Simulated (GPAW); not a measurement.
# Surface energy and work function of Cr(110) from slabs of 3 to 11 layers (LDA)

How do energy and work function of Cr(110) films settle with thickness, and what surface energy follows?

**Method.** GPAW 26.7.0, plane waves at 450 eV with PAW setups; symmetric 1×1 slabs cut at the tabulated lattice constant (two decimals; low-temperature values for the alkali metals), atoms at bulk places, 7.5 Å of vacuum on each side, one in-plane mesh for all thicknesses, Fermi-Dirac smearing of 0.1 eV. Energies are extrapolated to zero smearing and count from the program's reference atoms. Functional LDA. The cell's area is 5.865 Å².

What came out, but for one run:

| layers | energy (eV) | work function (eV) |
| --- | --- | --- |
| 3 | −28.5268 | 5.14 |
| 4 | −39.0112 | 5.16 |
| 5 | −49.4623 | 5.13 |
| 6 | −59.9351 | 5.12 |
| 7 | −70.3920 | 5.12 |
| 8 | −80.8455 | 5.13 |
| 9 | −91.3060 | 5.11 |
| 10 | −101.7612 | 5.13 |
| 11 | ? | ? |

Q: What surface energy do these runs give, and what energy and work function should the 11-layer slab have?

**Working.** A slab of n layers has E(n) = nε + 2Aγ once its middle is bulk-like. A line through n = 6 to 10 has the slope ε = −10.4566 eV a layer and the intercept 2Aγ = 2.8050 eV (r.m.s. residual 1.3 meV). So γ = 2.8050 / (2 × 5.865 Å²) = 0.2391 eV/Å² = 3.83 J/m², with a standard error of under 0.01 J/m² from the scatter about the line. For 11 layers: 2.8050 + 11 × (−10.4566) = −112.218 eV; the run gives −112.220 eV, 2.1 meV under the line. The work function has no such law: from 6 to 10 layers it moves between 5.11 and 5.13 eV (mean 5.12), and the 11-layer slab gives 5.14 eV. The thinnest slab, 3 layers, lies +0.02 eV from that mean.

Caveats: The surfaces are unrelaxed, so γ is an upper bound for this functional and lattice constant. The tabulated lattice constant isn't the functional's own, which strains the slab a little. The runs had no spin polarisation.
